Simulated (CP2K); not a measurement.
Consider methoxyallene at its PBE geometry (Å).

```xyz
11

C     2.0120    0.4582    0.2997
C     0.9977   -0.3638    0.1668
C     0.0168   -1.2359    0.0385
O    -1.3191   -0.9641   -0.1752
C    -1.6352    0.4335   -0.2672
H     2.3156    0.8445    1.2779
H     2.6001    0.7931   -0.5604
H     0.1908   -2.3110    0.0962
H    -2.7151    0.4889   -0.4386
H    -1.3708    0.9552    0.6662
H    -1.0928    0.9012   -1.1039
```

Method: CP2K XAS_TDP, all-electron GAPW, PBEh(45%), aug-cc-pVDZ, TDA, no relativity.

**Question.** Where do the O K-edge lines lie, and how strong are they?

Leading lines: O4 530.97 eV. The leading line of an atom is its first one with 35 % of the strongest within 2.5 eV of its lowest line over the strength cut. 

The first six lines of each atom with a strength over 0.0015:

| atom | energy (eV) | states | strength, one atom |
| --- | --- | --- | --- |
| O4 (bonded to 2 C) | 530.97 | 1 | 0.0142 |
|  | 531.82 | 1 | 0.0124 |
|  | 532.33 | 1 | 0.0109 |
|  | 532.64 | 1 | 0.0232 |
|  | 534.32 | 1 | 0.0047 |
|  | 534.59 | 1 | 0.0094 |

Lines are vertical, at one geometry, with no vibrational structure. Without a correction of the core level, line positions, and the gaps between valence and Rydberg lines, follow the share of exact exchange. At this level such K lines come out 3 to 6 eV under measured ones. These values hold no scalar relativity, about 0.4 eV for O 1s. Rydberg lines, and the discretised continuum above threshold, depend on the basis and the box.

[Banner, clock and machine lines of the logs are left out without a mark of their own.]

[Logs are printed without paths, hosts, clocks, repeated set-up lines and the standing remarks that a program may print on its own settings, such as how far it seeks lower states.]

[Hosts, paths, dates, database ids (printed as entryN), source tags and the programs' standing remarks are cut or masked in the printed files.]
